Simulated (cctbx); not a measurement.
# Resonant diffraction in DyFe11Bi2

Space group Immm (no. 71), a = 4.1800 Å, b = 8.4260 Å, c = 11.9800 Å, α = 90.00°, β = 90.00°, γ = 90.00°.

| atom | mult. | x | y | z | Ueq (Å²) |
| --- | --- | --- | --- | --- | --- |
| Bi1 | 4 | 1/2 | 1/2 | 0.7957 | 0.0050 |
| Dy1 | 2 | 0 | 0 | 0 | 0.0081 |
| Fe1 | 8 | 0 | 0.2820 | 0.1377 | 0.0073 |
| Fe2 | 8 | 0 | 0.3564 | 0.3401 | 0.0078 |
| Fe3 | 4 | 1/2 | 0.3155 | 0 | 0.0078 |
| Fe4 | 2 | 0 | 1/2 | 0 | 0.0064 |

This is a model crystal, built by substitution and not relaxed, with assumed displacement parameters.

Calculated with cctbx: free-atom f′ and f″ from the Sasaki tables, no fine structure; amplitudes in electrons.

| E (eV) | F 0 1 1 | F 0 1 3 | F 1 0 1 | F 1 0 3 |
| --- | --- | --- | --- | --- |
| 12819 | 8.9 | 155.2 | 17.9 | 281.4 |
| 13169 | 7.5 | 150.2 | 19.6 | 276.5 |
| 13299 | 6.8 | 146.1 | 21.1 | 272.4 |
| 13359 | 6.5 | 142.2 | 22.5 | 268.5 |
| 13389 | 6.6 | 138.2 | 23.9 | 264.5 |
| 13404 | 7.0 | 134.3 | 25.3 | 260.6 |
| 13411 | 7.6 | 130.8 | 26.6 | 257.1 |
| 13415 | 8.5 | 127.0 | 27.9 | 253.3 |
| 13423 | 6.0 | 129.2 | 27.4 | 254.3 |
| 13427 | 4.3 | 133.6 | 25.7 | 258.8 |
| 13434 | 2.9 | 137.4 | 24.3 | 262.6 |
| 13449 | 1.3 | 141.5 | 22.7 | 266.8 |
| 13479 | 0.6 | 145.5 | 21.1 | 270.9 |
| 13569 | 2.4 | 150.8 | 19.1 | 276.3 |
| 13819 | 4.4 | 156.3 | 17.1 | 281.9 |

**Question.** Which edge is crossed, and why do the reflections move as they do?

The L3 edge of Bi. The edge is at 13419 eV. f′ of Bi falls from -12.2 e at 13299 eV to -18.6 e at 4 eV below it, and f″ steps from 3.96 to 10.11 e across it. Over that approach |F| changes by +25 % (0 1 1), -13 % (0 1 3), +32 % (1 0 1) and -7 % (1 0 3): a reflection falls where Bi scatters in phase with the total and rises where it scatters against it; it hardly moves where the Bi term is small or cancels by symmetry. Above the edge the larger f″ enters the imaginary part, where it can add to or cancel the other atoms' f″. The structure is centrosymmetric, so Friedel mates stay equal.
